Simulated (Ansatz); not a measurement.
**Os (P6_3/mmc, 2 atoms in the cell) under biaxial strain in the (0001) plane, that of a and b**

Wanted: the shifts of the zone-centre modes of Os (P6_3/mmc, 2 atoms in the cell) with strain.

Calculated with Ansatz 0.2.0; DFT LDA, scalar-relativistic, plane waves, PAW; PAW set soft_1.

### Step 1. Set-up

Symmetry: P6_3/mmc, No. 194, hexagonal system. Conventional cell: a = 2.734 Å, b = 2.734 Å, c = 4.320 Å, α = 90.00°, β = 90.00°, γ = 120.00°. Nearest to Os lie 12 Os at 2.68 to 2.73 Å.

### Step 2. A rough relaxation first

The start is far from rest, so a relaxation with loose tolerances brings it close first.

input.yaml reads:

```yaml
crystal:
  lattice:
    - [2.7341, 0.0, 0.0]
    - [-1.36705, 2.3678000565, 0.0]
    - [0.0, 0.0, 4.3197]
  atoms:
    - { symbol: Os, position: [0.33333333, 0.66666667, 0.25] }
    - { symbol: Os, position: [0.66666667, 0.33333333, 0.75] }
kpoints:
  mp_grid: { grid: [9, 9, 6] }
hamiltonian:
  xc: lda
  pseudopotentials: { kind: paw, azcp: { folder: soft_1 }, xc_functional: pbe }
scf:
  occupations: { method: gaussian, width: 0.1 }
output:
  forces: true
  stress: true
  eigenvalues: true
relax:
  adjacent_minimum: "off"
  f_tol: 0.05
  max_steps: 80
  cell: { stress_tol: 0.5 }
```

The run is started by

```sh
ansatz run input.yaml --threads 4 --pin off --max-ram 10240MiB --backend cpu --events-out ev --progress --plain --runs-dir out
```

Numbers of over 12 decimals in the logs are rounded to 6 here.

Output:

```text
The last accepted step is kept in <dir> (removed where the run ends without a failure and the disk answers)
Engine: ansatz 0.2.0, aarch64-unknown-linux-gnu
Pseudopotentials: kind: paw
Pseudopotential: Os, paw, valence charge 16, recommended cutoff 420 eV (normal), soft_1/Os.paw.azcp
Functional definition: SPW92
  exchange = slater_x
  correlation = pw_c
Crystal: 2 atoms, lattice volume = 27.965 Å³
[...]
--- Relaxed structure (4 steps of the walk, 3 accepted, 1 SCFs on fresh bases) ---
  F+E_penalty+E_count = -22239.08196292 eV   max|allowed force component| = 2.128e-16 eV/Å   (the final SCF, on the basis selected at the relaxed cell)
  cell:  # Å, volume = 27.3769 Å³
    - [2.712877, 0.0, 0]
    - [-1.356439, 2.349420, 0]
    - [0, 0, 4.295306]
  atoms:
    - { symbol: Os, position: [0.333333, 0.666667, 0.250000] }
    - { symbol: Os, position: [0.666667, 0.333333, 0.750000] }
[key lines of the parts left out:]
SCF converged after 7 iterations
Free energy (F): -22239.081963 eV
Fermi energy:    26.323717 eV
P = ⅓ Tr σ = 0.0391 GPa (0.391 kbar)
```

Wall time 2.2 s (4 threads of Arm Neoverse V1, shared host); peak memory 0.3 GiB; 7.4 s of CPU time.

Relaxation path:

```csv
step,energy less that of the first step (eV),largest force component (eV/Å),pressure (GPa),volume (Å³)
1,0.0000,0.0000,-8.99,27.96
2,0.0660,0.0000,22.68,26.16
3,-0.0171,0.0000,-0.79,27.43
4,-0.0172,0.0000,0.03,27.38
5*,-0.0169,0.0000,0.04,27.38
```

Relaxation steps marked * repeat the geometry before them on a plane-wave basis chosen anew for their cell, so energy and pressure can jump there. Relaxation step 2 was tried and not accepted.

The run keeps the 24 symmetry operations that it works with, so distortions that break them were not tested.

```
conventional cell, symmetrised  before  after  change
                         a (Å)   2.734  2.713  -0.8 %
                         b (Å)   2.734  2.713  -0.8 %
                         c (Å)   4.320  4.295  -0.6 %
              volume (Å³/atom)   13.98  13.69  -2.1 %
```

Final coordinates:

```
Os
1.0
     2.71288    0.00000    0.00000
    -1.35644    2.34942    0.00000
     0.00000    0.00000    4.29531
Os
2
Direct
  0.33333 0.66667 0.25000
  0.66667 0.33333 0.75000
```

Numbers from this step:

| Property | Result |
| --- | --- |
| pressure | 0.03912 GPa |
| volume per atom | 13.69 Å³ |
| gap on the k-mesh | 0 eV |

In this step the volume went from 13.98 to 13.69 Å³/atom.

### Step 3. Bringing the structure to rest

The cell and atoms are relaxed, since residual forces and stress would shift the frequencies.

input.yaml, the sections that differ from step 2:

```yaml
crystal:
  lattice:
    - [2.7128770517, 0.0, 0.0]
    - [-1.3564385258, 2.3494204441, 0.0]
    - [0.0, 0.0, 4.2953063337]
  atoms:
    - { symbol: Os, position: [0.3333333333, 0.6666666667, 0.25] }
    - { symbol: Os, position: [0.6666666667, 0.3333333333, 0.75] }
kpoints:
  mp_grid: { grid: [18, 18, 10] }
relax:
  adjacent_minimum: "off"
  f_tol: 0.005
  max_steps: 80
  cell: { stress_tol: 0.05 }
# hamiltonian, scf, output: as in step 2
```

Output:

```text
[...]
Crystal: 2 atoms, lattice volume = 27.377 Å³
Basis set: ecut = 420 eV, 537 PW (Γ)
Bands: 20, of which v1, the nominal top of the filled ones, is band 16 counted from 1 (15 counted from 0)
Symmetry: 24 space group operations
[...]
k-points: 222 of 3240
[...]
k-point 221: bands = [... 12 lower, 22.8060, 22.8060, 24.8771, 24.8771, 27.9812, 27.9812, 34.8849, 34.8849]
--- Relaxed structure (3 steps of the walk, 2 accepted, 1 SCFs on fresh bases) ---
[...]
cell:  # Å, volume = 27.3996 Å³
    - [2.714612, -2.888599121076949e-11, 0.0]
    - [-1.357306, 2.350923, 0.0]
    - [0.0, 0.0, 4.293361]
  atoms:
    - { symbol: Os, position: [0.333333, 0.666667, 0.25] }
    - { symbol: Os, position: [0.666667, 0.333333, 0.750000] }
[key lines of the parts left out:]
SCF converged after 7 iterations
Free energy (F): -22239.070962 eV
Fermi energy:    26.293311 eV
P = ⅓ Tr σ = -0.0072 GPa (-0.072 kbar)
```

Elapsed: 6.3 s, on 4 threads; peak memory 0.39 GiB.

Little changed from the start: no atom moved by 0.005 Å and no cell edge by 0.1 %.

Numbers from this step:

| Property | Result |
| --- | --- |
| pressure | -0.007196 GPa |
| volume per atom | 13.70 Å³ |

In this step the volume went from 13.69 to 13.70 Å³/atom.

### Step 4. Tight relaxation

Phonons need small forces and stress, so the relaxation is finished with tight tolerances on 18×18×12 k points.

input.yaml, the sections that differ from step 3:

```yaml
crystal:
  lattice:
    - [2.7146117583, 0.0, 0.0]
    - [-1.3573058791, 2.3509227441, 0.0]
    - [0.0, 0.0, 4.2933614964]
  atoms:
    - { symbol: Os, position: [0.3333333333, 0.6666666667, 0.25] }
    - { symbol: Os, position: [0.6666666667, 0.3333333333, 0.75] }
kpoints:
  mp_grid: { grid: [18, 18, 12] }
scf:
  occupations: { method: methfessel_paxton, width: 0.2 }
relax:
  adjacent_minimum: "off"
  f_tol: 0.001
  max_steps: 60
  cell: { stress_tol: 0.01 }
# hamiltonian, output: as in step 3
```

Output:

```text
[...]
Crystal: 2 atoms, lattice volume = 27.400 Å³
Basis set: ecut = 420 eV, 537 PW (Γ)
Bands: 20, of which v1, the nominal top of the filled ones, is band 16 counted from 1 (15 counted from 0)
Symmetry: 24 space group operations
[...]
k-points: 259 of 3888
[...]
k-point 258: bands = [... 12 lower, 22.8097, 22.8097, 24.8823, 24.8823, 27.9804, 27.9804, 34.8860, 34.8860]
--- Relaxed structure (3 steps of the walk, 2 accepted, 1 SCFs on fresh bases) ---
[...]
cell:  # Å, volume = 27.3966 Å³
    - [2.715256, -2.8874358668644716e-11, 0.0]
    - [-1.357628, 2.351481, 0.0]
    - [0.0, 0.0, 4.290865]
  atoms:
    - { symbol: Os, position: [0.333333, 0.666667, 0.25] }
    - { symbol: Os, position: [0.666667, 0.333333, 0.750000] }
[key lines of the parts left out:]
SCF converged after 4 iterations
Free energy (F): -22239.070714 eV
Fermi energy:    26.299754 eV
P = ⅓ Tr σ = -0.0008 GPa (-0.008 kbar)
```

The job ended after 7.1 s (4 threads; peak memory 0.41 GiB).

Little changed from the start: no atom moved by 0.005 Å and no cell edge by 0.1 %.

Numbers from this step:

```yaml
pressure: -8.35e-4 GPa
```

The forces vanish by symmetry and the pressure is -0.001 GPa, within the tolerances set. The cell now holds 13.70 Å³/atom.

### Step 5. Zone-centre response at rest

The force constants come from the linear response of the density to a displacement.

The modes at rest are the reference of the series.

input.yaml, the sections that differ from step 4:

```yaml
crystal:
  lattice:
    - [2.7152564569, 0.0, 0.0]
    - [-1.3576282284, 2.3514810695, 0.0]
    - [0.0, 0.0, 4.2908647587]
  atoms:
    - { symbol: Os, position: [0.3333333333, 0.6666666667, 0.25] }
    - { symbol: Os, position: [0.6666666667, 0.3333333333, 0.75] }
output:
  eigenvalues: true
phonons:
  method: dfpt
# kpoints, hamiltonian, scf: as in step 4
# relax: removed
```

Output:

```text
zone centre: on kpoints.mp_grid the ground state, and the responses unless they are solved on pairs of k-points, stand on 637 of the mesh's 3888 k-points, reduced under 4 symmetry operations, with k and −k counted as one. Each operation leaves every solved displacement unchanged or reverses it
[...]
Crystal: 2 atoms, lattice volume = 27.397 Å³
Basis set: ecut = 420 eV, 537 PW (Γ), exchange–correlation on 40×40×60 points (8 copies of the dense FFT grid, shifted against one another)
Bands: 20, of which v1, the nominal top of the filled ones, is band 16 counted from 1 (15 counted from 0)
Symmetry: 24 space group operations
k-points: 637 of 3888 (irreducible under 4 space group operations, time reversal used)
[...]
SCF iter   1: F=—  HF=-22239.401447 eV  |F-HF|=—  |Δ(HF+E_count)|=         —  Δρ=6.10e-2  dr2=8.33e-1  ethr=3.10e-3  ⟨swp⟩=5.0  Hψ=116285  notcnv=0  defer=44
automatic band count: the SCF goes on with 24 bands, as 20 were too few: they end inside the smearing window of the response
[...]
SCF iter   2: F=—  HF=-22239.174787 eV  |F-HF|=—  |Δ(HF+E_count)|=   2.27e-1  S|Δr|=    0.00e0  Δρ=3.56e-2  dr2=2.76e-1  ethr=2.60e-3  ⟨swp⟩=2.0  Hψ=22898  notcnv=0  defer=431
[...]
SCF iter   8: F=-22239.070715 eV  HF=-22239.070715 eV  |F-HF|=1.09e-11  |Δ(HF+E_count)|=  1.09e-10  S|Δr|=    0.00e0  Δρ=1.36e-7  dr2=2.77e-12  ethr=1.00e-12  ⟨swp⟩=9.8  Hψ=69945  notcnv=0
SCF 1 converged in 8 iterations: F = -22239.070715 eV  dr2 = 2.77e-12
[...]
DFPT response loops at Γ: preconditioner auto → Kerker (q_TF=auto, 2.800 Å⁻¹) (partly filled bands, converged f_vac=0.000); β = 1.00, the filter's whole step (`scf.mixing.beta` (0.50) is not read by the response loops under this deck's `scf.mixing.preconditioner`; to damp them name `kerker` or `kerker_dos`, under which they read `scf.mixing.beta`, and type it under 1.00, their step now; both keys bind the ground state too); Broyden in place of MSR1
SCF converged after 8 iterations
[...]
Free energy (F): -22239.070715 eV
[...]
Internal energy: -22239.070922 eV  (E = F + TS)
E sigma→0 (E₀):  -22239.070767 eV
Entropy (-TS):   0.000207 eV (0.104 meV/atom)
Fermi energy:    26.299755 eV
[...]
--- Band table (eV; the first three rows and the last of 637) ---
  k-point 0: bands = [... 12 lower, 23.3982, 24.0086, 24.0086, 24.6889, 24.6889, 26.4012, 28.0482, 28.0482, ... 4 higher]
  k-point 1: bands = [... 12 lower, 23.3455, 23.9483, 23.9483, 24.8296, 24.8296, 26.0971, 28.0629, 28.0629, ... 4 higher]
  k-point 2: bands = [... 12 lower, 23.1982, 23.7856, 23.7856, 25.1886, 25.1886, 25.3390, 28.0824, 28.0824, ... 4 higher]
  k-point 636: bands = [... 12 lower, 22.8079, 22.8079, 24.6054, 24.6054, 28.6607, 28.6607, 31.3131, 31.3131, ... 4 higher]
--- Phonons (Γ-DFPT): 2 representative perturbations + reference, on 637 of 3888 k-points (Σ response iterations 4) ---
  k mesh reduced under 4 symmetry operations, with k and −k counted as one. Each operation leaves every solved displacement unchanged or reverses it
  ASR residual: 1.042e-4 → 0.000e0 eV/Å²; symmetrization residual: 8.591e-10 eV/Å²
  ASR residual per site (eV/Å²): 1.04e-4 1.04e-4
  Γ frequencies (cm⁻¹): 0.00 0.00 0.00 168.51 168.51 228.83
  non-analytic LO–TO correction: not included (Born effective charges unavailable; polar crystals: no LO–TO splitting at Γ)
```

The job ended after 23 s (4 threads; peak memory 1.2 GiB).

In the SCF lines HF is the Harris–Foulkes energy and dr2 the Hartree energy of the density residual, in eV; the loop may stop once dr2 is under the threshold and the program's other checks hold. Hψ counts applications of the Hamiltonian.

Numbers from this step:

- sum-rule residual before enforcement: 1.04e-4 eV/Å²
- point group: 6/mmm
- highest optical mode at the zone centre (no LO-TO term): 228.8 cm⁻¹
- lowest optical zone-centre mode: 168.5 cm⁻¹

Patterns of degenerate modes are one choice out of their space. Modes at Γ:

```csv
mode,frequency (cm⁻¹),symmetry
1,0.0,acoustic
2,0.0,acoustic
3,0.0,acoustic
4,168.5,E2g
5,168.5,E2g
6,228.8,B1g
```

Displacements in mode 4 (168.5 cm⁻¹), the largest set to 1:
```
Os1  0.00  1.00  0.00
Os2  0.00 -1.00  0.00
```

Displacements in mode 6 (228.8 cm⁻¹), the largest set to 1:
```
Os1  0.00  0.00  1.00
Os2  0.00  0.00 -1.00
```

Before it was imposed, the acoustic sum rule was missed by 1.0e-4 eV/Å². Small misses are needed for a sound result but don't prove that mesh and cutoff are converged. The lowest optical mode is real, 169 cm⁻¹.

### Step 6. Relaxation of a member: biaxial strain of +4 % in the (0001) plane, that of a and b

The cell takes a biaxial strain of +4 % in the (0001) plane, that of a and b. The strained lengths are held, while the rest of the cell and the atoms relax.

input.yaml, the sections that differ from step 5:

```yaml
crystal:
  lattice:
    - [2.8238667153, 0.0, 0.0]
    - [-1.4119333576, 2.4455403123, 0.0]
    - [0.0, 0.0, 4.2172262973]
  atoms:
    - { symbol: Os, position: [0.3333333333, 0.6666666667, 0.25] }
    - { symbol: Os, position: [0.6666666667, 0.3333333333, 0.75] }
output:
  forces: true
  stress: true
  eigenvalues: true
relax:
  adjacent_minimum: "off"
  f_tol: 0.001
  max_steps: 60
  cell: { stress_tol: 0.01, fix: [a, b, gamma] }
# kpoints, hamiltonian, scf: as in step 5
# phonons: removed
```

Output:

```text
[...]
Crystal: 2 atoms, lattice volume = 29.124 Å³
Basis set: ecut = 420 eV, 579 PW (Γ)
Bands: 20, of which v1, the nominal top of the filled ones, is band 16 counted from 1 (15 counted from 0)
Symmetry: 24 space group operations
[...]
k-points: 259 of 3888
[...]
k-point 258: bands = [... 12 lower, 21.3347, 21.3347, 23.3864, 23.3864, 25.8373, 25.8373, 32.3575, 32.3575]
--- Relaxed structure (4 steps of the walk, 3 accepted, 1 SCFs on fresh bases) ---
[...]
cell:  # Å, volume = 28.9534 Å³
    - [2.823867, -2.886750191305929e-11, 0.0]
    - [-1.411933, 2.445540, 0.0]
    - [0.0, 0.0, 4.192565]
  atoms:
    - { symbol: Os, position: [0.333333, 0.666667, 0.250000] }
    - { symbol: Os, position: [0.666667, 0.333333, 0.750000] }
[key lines of the parts left out:]
SCF converged after 5 iterations
Free energy (F): -22238.856041 eV
Fermi energy:    24.613838 eV
P = ⅓ Tr σ = -19.0229 GPa (-190.229 kbar)
```

The job ended after 9.9 s (4 threads; peak memory 0.42 GiB).

Step by step:

```
step  energy less that of the first step (eV)  largest force component (eV/Å)  pressure (GPa)  volume (Å³)
   1                                   0.0000                          0.0000          -21.44        29.12
   2                                   0.0039                          0.0000          -14.89        28.68
   3                                  -0.0026                          0.0000          -19.09        28.96
   4                                  -0.0026                          0.0000          -19.03        28.95
  5*                                  -0.0025                          0.0000          -19.02        28.95
```

Relaxation steps marked * repeat the geometry before them on a plane-wave basis chosen anew for their cell, so energy and pressure can jump there. Relaxation step 2 was tried and not accepted.

Forces are held to the 24 operations that the run works with; a distortion that breaks them can't arise in this run.

```csv
"conventional cell, symmetrised",before,after,change
a (Å),2.824,2.824,+0.0 %
b (Å),2.824,2.824,+0.0 %
c (Å),4.217,4.193,-0.6 %
volume (Å³/atom),14.56,14.48,-0.6 %
```

The relaxed structure:

```xyz
2
Lattice="2.8239 0.0000 0.0000 -1.4119 2.4455 0.0000 0.0000 0.0000 4.1926" Properties=species:S:1:pos:R:3 pbc="T T T"
Os    0.0000    1.6304    1.0481
Os    1.4119    0.8152    3.1444
```

Numbers from this step:

```
pressure        : -19.02 GPa
volume per atom : 14.48 Å³
```

The forces vanish by symmetry.

### Step 7. Zone-centre modes of the member: biaxial strain of +4 % in the (0001) plane, that of a and b

The zone-centre modes follow for biaxial strain of +4 % in the (0001) plane, that of a and b.

input.yaml, the sections that differ from step 6:

```yaml
crystal:
  lattice:
    - [2.8238667153, 0.0, 0.0]
    - [-1.4119333576, 2.4455403123, 0.0]
    - [0.0, 0.0, 4.1925653227]
  atoms:
    - { symbol: Os, position: [0.3333333333, 0.6666666667, 0.25] }
    - { symbol: Os, position: [0.6666666667, 0.3333333333, 0.75] }
output:
  eigenvalues: true
phonons:
  method: dfpt
# kpoints, hamiltonian, scf: as in step 6
# relax: removed
```

Output:

```text
[...]
Crystal: 2 atoms, lattice volume = 28.953 Å³
Basis set: ecut = 420 eV, 579 PW (Γ), exchange–correlation on 40×40×60 points (8 copies of the dense FFT grid, shifted against one another)
Bands: 20, of which v1, the nominal top of the filled ones, is band 16 counted from 1 (15 counted from 0)
Symmetry: 24 space group operations
k-points: 637 of 3888 (irreducible under 4 space group operations, time reversal used)
[...]
SCF iter   1: F=—  HF=-22239.206922 eV  |F-HF|=—  |Δ(HF+E_count)|=         —  Δρ=6.07e-2  dr2=9.03e-1  ethr=3.10e-3  ⟨swp⟩=5.0  Hψ=115240  notcnv=0  defer=39
[...]
SCF iter   8: F=-22238.856041 eV  HF=-22238.856041 eV  |F-HF|=7.28e-12  |Δ(HF+E_count)|=  2.58e-10  S|Δr|=    0.00e0  Δρ=1.41e-7  dr2=4.46e-12  ethr=1.00e-12  ⟨swp⟩=8.8  Hψ=85703  notcnv=0
SCF 1 converged in 8 iterations: F = -22238.856041 eV  dr2 = 4.46e-12
[...]
SCF converged after 8 iterations
[...]
Free energy (F): -22238.856041 eV
[...]
Internal energy: -22238.855937 eV  (E = F + TS)
E sigma→0 (E₀):  -22238.856015 eV
Entropy (-TS):   -0.000104 eV (-0.052 meV/atom)
Fermi energy:    24.613840 eV
Step filling:    the computed levels leave a gap of 0.0000 eV = 0.0 smearing widths at the electron count; against every level under it full and every level over it empty, smearing changes F+E_penalty+E_count by -0.244 meV and its σ→0 estimate by -0.218 meV
[...]
--- Band table (eV; the first three rows and the last of 637) ---
  k-point 0: bands = [... 12 lower, 22.5492, 22.5492, 22.5607, 22.5607, 22.5998, 25.4003, 26.1918, 26.1918, ... 4 higher]
  k-point 1: bands = [... 12 lower, 22.4669, 22.4669, 22.5367, 22.7688, 22.7688, 25.0607, 26.2303, 26.2303, ... 4 higher]
  k-point 2: bands = [... 12 lower, 22.2501, 22.2501, 22.3582, 23.2300, 23.2300, 24.2312, 26.3062, 26.3062, ... 4 higher]
  k-point 636: bands = [... 12 lower, 21.3276, 21.3276, 23.0014, 23.0014, 26.6067, 26.6067, 29.0642, 29.0642, ... 4 higher]
[...]
ASR residual: 1.787e-4 → 0.000e0 eV/Å²; symmetrization residual: 1.047e-9 eV/Å²
  ASR residual per site (eV/Å²): 1.79e-4 1.79e-4
  Γ frequencies (cm⁻¹): 0.00 0.00 0.00 171.37 171.37 232.59
[...]
```

The job ended after 26 s (4 threads; peak memory 1.3 GiB).

Numbers from this step:

| Quantity | Value |
| --- | --- |
| sum-rule residual before enforcement | 1.79e-4 eV/Å² |
| highest optical mode at the zone centre (no LO-TO term) | 232.6 cm⁻¹ |
| lowest optical zone-centre mode | 171.4 cm⁻¹ |

Patterns of degenerate modes are one choice out of their space. Modes at Γ:

```csv
mode,frequency (cm⁻¹),symmetry
1,0.0,acoustic
2,0.0,acoustic
3,0.0,acoustic
4,171.4,E2g
5,171.4,E2g
6,232.6,B1g
```

The lowest optical mode is real, 171 cm⁻¹, and the highest lies at 232.6 cm⁻¹.

(Continued in part 2 of 2.)

[Logs are printed without paths, hosts, clocks, repeated set-up lines and the standing remarks that a program may print on its own settings, such as how far it seeks lower states.]

[Hosts, paths, dates, database ids (printed as entryN), source tags and the programs' standing remarks are cut or masked in the printed files.]
